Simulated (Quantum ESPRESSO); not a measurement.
# NiS2 (Vaesite): which magnetic order is lowest

Aim: find out which collinear order of NiS2 (Vaesite) costs least.

Main program and level: Quantum ESPRESSO 7.5; PBEsol; plane waves with GBRV 1.5 PBEsol potentials, no spin-orbit coupling.

### Step 1. Starting point

It takes space group Pa-3 (No. 205, cubic). Conventional cell: a = 5.687 Å, b = 5.687 Å, c = 5.687 Å, α = 90.00°, β = 90.00°, γ = 90.00°. Nearest to Ni lie 6 S at 2.40 Å. Nearest to S lie 1 S at 2.06 Å and 3 Ni at 2.40 Å. Farther neighbours and most contacts between anions are not listed.

The cell comes from the Crystallography Open Database.

### Step 2. Start 1: ferro ++++

The signs are those of the starting moments on the seeded atoms, the atoms that are given a moment.

pw.in reads:

```
&CONTROL
  calculation = 'scf'
  prefix = 'pwscf'
  outdir = './tmp'
  pseudo_dir = './pseudo'
  disk_io = 'nowf'
/
&SYSTEM
  ibrav = 0
  nat = 12
  ntyp = 2
  ecutwfc = 40
  ecutrho = 280
  nbnd = 80
  occupations = 'smearing'
  smearing = 'fd'
  degauss = 0.00367493
  nspin = 2
  starting_magnetization(1) = 0.1111
  starting_magnetization(2) = 0
/
&ELECTRONS
  conv_thr = 2.4d-08
  electron_maxstep = 150
  mixing_beta = 0.3
/
ATOMIC_SPECIES
Ni     58.6934 ni_pbesol_v1.4.uspp.F.UPF
S      32.0600 s_pbesol_v1.4.uspp.F.UPF
CELL_PARAMETERS angstrom
   5.6873000000    0.0000000000    0.0000000000
   0.0000000000    5.6873000000    0.0000000000
   0.0000000000    0.0000000000    5.6873000000
ATOMIC_POSITIONS crystal
Ni      0.0000000000    0.0000000000    0.0000000000
Ni      0.5000000000    0.0000000000    0.5000000000
Ni      0.5000000000    0.5000000000    0.0000000000
Ni      0.0000000000    0.5000000000    0.5000000000
S       0.3955000000    0.3955000000    0.3955000000
S       0.1045000000    0.6045000000    0.8955000000
S       0.8955000000    0.1045000000    0.6045000000
S       0.6045000000    0.8955000000    0.1045000000
S       0.6045000000    0.6045000000    0.6045000000
S       0.8955000000    0.3955000000    0.1045000000
S       0.1045000000    0.8955000000    0.3955000000
S       0.3955000000    0.1045000000    0.8955000000
K_POINTS automatic
4 4 4 0 0 0
```

The run is started by

```bash
$ OMP_NUM_THREADS=1 mpirun -n 4 pw.x -nk 4 -in pw.in > pw.out
```

Log:

```text
Program PWSCF v.7.5 starts

     Message from routine setup:
     using ibrav=0 with symmetry is DISCOURAGED, use correct ibrav instead

     K-points division:     npool     =       4
     Subspace diagonalization in iterative solution of the eigenvalue problem:

     G-vector sticks info
     --------------------
     sticks:   dense  smooth     PW     G-vecs:    dense   smooth      PW
     Sum        2569    1481    429                98289    42499    6667

     Using Slab Decomposition

     bravais-lattice index     =            0
     lattice parameter (alat)  =      10.7474  a.u.
     unit-cell volume          =    1241.4094 (a.u.)^3
     number of atoms/cell      =           12
     number of atomic types    =            2
     number of electrons       =       120.00
     number of Kohn-Sham states=           80
     kinetic-energy cutoff     =      40.0000  Ry
     charge density cutoff     =     280.0000  Ry
     scf convergence threshold =      2.4E-08
     mixing beta               =       0.3000
     number of iterations used =            8  plain     mixing
     Exchange-correlation= SLA  PW   PSX  PSC
                           (   1   4  10   8   0   0   0)

     celldm(1)=  10.747439  celldm(2)=   0.000000  celldm(3)=   0.000000
     celldm(4)=   0.000000  celldm(5)=   0.000000  celldm(6)=   0.000000

     crystal axes: (cart. coord. in units of alat)
               a(1) = (   1.000000   0.000000   0.000000 )
               a(2) = (   0.000000   1.000000   0.000000 )
               a(3) = (   0.000000   0.000000   1.000000 )

     reciprocal axes: (cart. coord. in units 2 pi/alat)
               b(1) = (  1.000000  0.000000  0.000000 )
               b(2) = (  0.000000  1.000000  0.000000 )
               b(3) = (  0.000000  0.000000  1.000000 )

     PseudoPot. # 1 for Ni read from file:
     ni_pbesol_v1.4.uspp.F.UPF
     Pseudo is Ultrasoft + core correction, Zval = 18.0
     Generated by new atomic code, or converted to UPF format
     Using radial grid of  865 points,  6 beta functions with:
                l(1) =   0
                l(2) =   0
                l(3) =   1
                l(4) =   1
                l(5) =   2
                l(6) =   2
     Q(r) pseudized with 10 coefficients,  rinner =    0.980   0.980   0.980
                                                       0.980   0.980

     PseudoPot. # 2 for S  read from file:
     s_pbesol_v1.4.uspp.F.UPF
     Pseudo is Ultrasoft + core correction, Zval =  6.0
     Generated by new atomic code, or converted to UPF format
     Using radial grid of  907 points,  6 beta functions with:
                l(1) =   0
                l(2) =   0
                l(3) =   1
                l(4) =   1
                l(5) =   2
                l(6) =   2
     Q(r) pseudized with  8 coefficients,  rinner =    1.300   1.300   1.300
                                                       1.300   1.300

     atomic species   valence    mass     pseudopotential
     Ni               18.00    58.69340     Ni( 1.00)
     S                 6.00    32.06000     S ( 1.00)

     Starting magnetic structure
     atomic species   magnetization
     Ni              0.111
     S               0.000

     24 Sym. Ops., with inversion, found (18 have fractional translation)

   Cartesian axes

     site n.     atom                  positions (alat units)
         1        Ni     tau(   1) = (   0.0000000   0.0000000   0.0000000  )
         2        Ni     tau(   2) = (   0.5000000   0.0000000   0.5000000  )
         3        Ni     tau(   3) = (   0.5000000   0.5000000   0.0000000  )
         4        Ni     tau(   4) = (   0.0000000   0.5000000   0.5000000  )
         5        S      tau(   5) = (   0.3955000   0.3955000   0.3955000  )
         6        S      tau(   6) = (   0.1045000   0.6045000   0.8955000  )
         7        S      tau(   7) = (   0.8955000   0.1045000   0.6045000  )
         8        S      tau(   8) = (   0.6045000   0.8955000   0.1045000  )
         9        S      tau(   9) = (   0.6045000   0.6045000   0.6045000  )
        10        S      tau(  10) = (   0.8955000   0.3955000   0.1045000  )
        11        S      tau(  11) = (   0.1045000   0.8955000   0.3955000  )
        12        S      tau(  12) = (   0.3955000   0.1045000   0.8955000  )

     number of k points=    11  Fermi-Dirac smearing, width (Ry)=  0.0037
                       cart. coord. in units 2pi/alat
        k(    1) = (   0.0000000   0.0000000   0.0000000), wk =   0.0156250
        k(    2) = (   0.0000000   0.0000000   0.2500000), wk =   0.0937500
        k(    3) = (   0.0000000   0.0000000  -0.5000000), wk =   0.0468750
        k(    4) = (   0.0000000   0.2500000   0.2500000), wk =   0.1875000
        k(    5) = (   0.0000000   0.2500000  -0.5000000), wk =   0.0937500
        [... 6 further k-points ...]

     Dense  grid:    98289 G-vectors     FFT dimensions: (  60,  60,  60)

     Smooth grid:    42499 G-vectors     FFT dimensions: (  48,  48,  48)

     Check: negative core charge=   -0.000007
     Generating pointlists ...
     new r_m :   0.1742 (alat units)  1.8718 (a.u.) for type    1
     new r_m :   0.1493 (alat units)  1.6049 (a.u.) for type    2

     Initial potential from superposition of free atoms

     starting charge     111.9997, renormalised to     120.0000
     Starting wfcs are   84 randomized atomic wfcs

     Self-consistent Calculation

     iteration #  1     ecut=    40.00 Ry     beta= 0.30
     Davidson diagonalization with overlap
     ethr =  1.00E-02,  avg # of iterations =  5.5

     total energy              =   -1496.40703499 Ry
     estimated scf accuracy    <     187.08862902 Ry

     total magnetization       =     0.92 Bohr mag/cell
     absolute magnetization    =     1.27 Bohr mag/cell

     iteration #  2     ecut=    40.00 Ry     beta= 0.30
     Davidson diagonalization with overlap
     ethr =  1.00E-02,  avg # of iterations =  3.0

     total energy              =   -1565.86359602 Ry
     estimated scf accuracy    <      91.42845109 Ry

     total magnetization       =     0.22 Bohr mag/cell
     absolute magnetization    =     0.39 Bohr mag/cell

     iteration #  3     ecut=    40.00 Ry     beta= 0.30
     Davidson diagonalization with overlap
     ethr =  1.00E-02,  avg # of iterations =  2.0

     total energy              =   -1561.12256823 Ry
     estimated scf accuracy    <      25.31382508 Ry

     total magnetization       =     0.37 Bohr mag/cell
     absolute magnetization    =     0.47 Bohr mag/cell

     [... further iterations left out ...]

     iteration # 18     ecut=    40.00 Ry     beta= 0.30
     Davidson diagonalization with overlap
     ethr =  7.20E-09,  avg # of iterations =  3.1

     total energy              =   -1564.70915016 Ry
     estimated scf accuracy    <       0.00000076 Ry

     total magnetization       =     1.08 Bohr mag/cell
     absolute magnetization    =     1.11 Bohr mag/cell

     iteration # 19     ecut=    40.00 Ry     beta= 0.30
     Davidson diagonalization with overlap
     ethr =  6.37E-10,  avg # of iterations =  3.2

     total energy              =   -1564.70915295 Ry
     estimated scf accuracy    <       0.00000005 Ry

     total magnetization       =     1.10 Bohr mag/cell
     absolute magnetization    =     1.13 Bohr mag/cell

     iteration # 20     ecut=    40.00 Ry     beta= 0.30
     Davidson diagonalization with overlap
     ethr =  4.26E-11,  avg # of iterations =  3.0

     total energy              =   -1564.70915327 Ry
     estimated scf accuracy    <       0.00000003 Ry

     total magnetization       =     1.09 Bohr mag/cell
     absolute magnetization    =     1.12 Bohr mag/cell

     iteration # 21     ecut=    40.00 Ry     beta= 0.30
     Davidson diagonalization with overlap
     ethr =  2.15E-11,  avg # of iterations =  2.4

     Magnetic moment per site  (integrated on atomic sphere of radius R)
     atom   1 (R=0.174)  charge= 16.4340  magn=  0.2008
     atom   2 (R=0.174)  charge= 16.4340  magn=  0.2008
     atom   3 (R=0.174)  charge= 16.4340  magn=  0.2008
     atom   4 (R=0.174)  charge= 16.4340  magn=  0.2008
     atom   5 (R=0.149)  charge=  3.0311  magn=  0.0222
     atom   6 (R=0.149)  charge=  3.0311  magn=  0.0222
     atom   7 (R=0.149)  charge=  3.0311  magn=  0.0222
     atom   8 (R=0.149)  charge=  3.0311  magn=  0.0222
     atom   9 (R=0.149)  charge=  3.0311  magn=  0.0222
     atom  10 (R=0.149)  charge=  3.0311  magn=  0.0222
     atom  11 (R=0.149)  charge=  3.0311  magn=  0.0222
     atom  12 (R=0.149)  charge=  3.0311  magn=  0.0222

     End of self-consistent calculation

     [... lines left out ...]
     the Fermi energy is    10.6223 ev

!    total energy              =   -1564.70915351 Ry
     estimated scf accuracy    <          7.4E-10 Ry
     smearing contrib. (-TS)   =      -0.00606250 Ry
     internal energy E=F+TS    =   -1564.70309102 Ry

     The total energy is F=E-TS. E is the sum of the following terms:
     one-electron contribution =   -1141.12773037 Ry
     hartree contribution      =     627.08139349 Ry
     xc contribution           =    -207.62409418 Ry
     ewald contribution        =    -843.03265995 Ry

     total magnetization       =     1.09 Bohr mag/cell
     absolute magnetization    =     1.12 Bohr mag/cell

     convergence has been achieved in  21 iterations

=------------------------------------------------------------------------------=
   JOB DONE.
=------------------------------------------------------------------------------=
```

It took 64 s on 4 MPI ranks of AMD EPYC 9R45 (Zen 5), shared host; peak memory 0.85 GiB.

Spin moment in the atom's sphere by atom:

| atom | spin moment in the atom's sphere (μB) |
| --- | --- |
| Ni1 | 0.201 |
| Ni2 | 0.201 |
| Ni3 | 0.201 |
| Ni4 | 0.201 |
| S5 | 0.022 |
| S6 | 0.022 |
| S7 | 0.022 |
| S8 | 0.022 |
| S9 | 0.022 |
| S10 | 0.022 |
| S11 | 0.022 |
| S12 | 0.022 |

Numbers from this step:

| Property | Result |
| --- | --- |
| smearing term TS | 0.08248 eV |
| magnetization | 1.089 μB |
| absolute magnetization | 1.119 μB |
| final state | ferromagnetic |

Spin density in the ac plane at fractional y = 0.000, with atoms of Ni within 0.2 Å of it.

Ten even steps from '0' (0.00 e/Å³) to '9' (0.60 e/Å³), each cell a mean:
```
6200000000000003
0000000000000000
0000000000000000
0000000000000000
0000000000000000
0000000000000000
0000000230000000
0000000693000000
0000000361000000
0000000010000000
0000000000000000
0000000000000000
0000000000000000
0000000000000000
3000000000000001
9300000000000017
```
Columns run along a (5.7 Å), rows up along c (5.7 Å). Atoms in or near the plane, at fractional coordinates: Ni at (0.00, 0.00), Ni at (0.50, 0.50).

Valence density in the ac plane at fractional y = 0.000, with atoms of Ni within 0.2 Å of it. It is the smooth field of the valence electrons, not physical close to the nuclei.

Ten steps, logarithmic in the rise over the least value, from '0' (0 e/Å³) to '9' (37 e/Å³), each cell a mean:
```
9621122221100148
5311122221000024
1100122210000011
1000011110000111
1000001110001122
1000001231011222
2100013675211222
2211115997311222
2222114896200112
2222112453100001
2221100111000001
1111000011100000
1110000012210000
3200000122221012
7510001122221136
9731112222211159
```
Columns run along a (5.7 Å), rows up along c (5.7 Å). Atoms in or near the plane, at fractional coordinates: Ni at (0.00, 0.00), Ni at (0.50, 0.50).

(Part 1 of 3 ends here.)

[Logs and program files are shortened in this print: banners, set-up blocks, solver, clock and traceback lines can be left out without a mark of their own.]

[Logs are printed without paths, hosts, clocks, repeated set-up lines and the standing remarks that a program may print on its own settings, such as how far it seeks lower states.]

[Hosts, paths, dates, database ids (printed as entryN), source tags and the programs' standing remarks are cut or masked in the printed files.]

[Where a cell is said to come from a database of computed structures, the database is the Materials Project.]
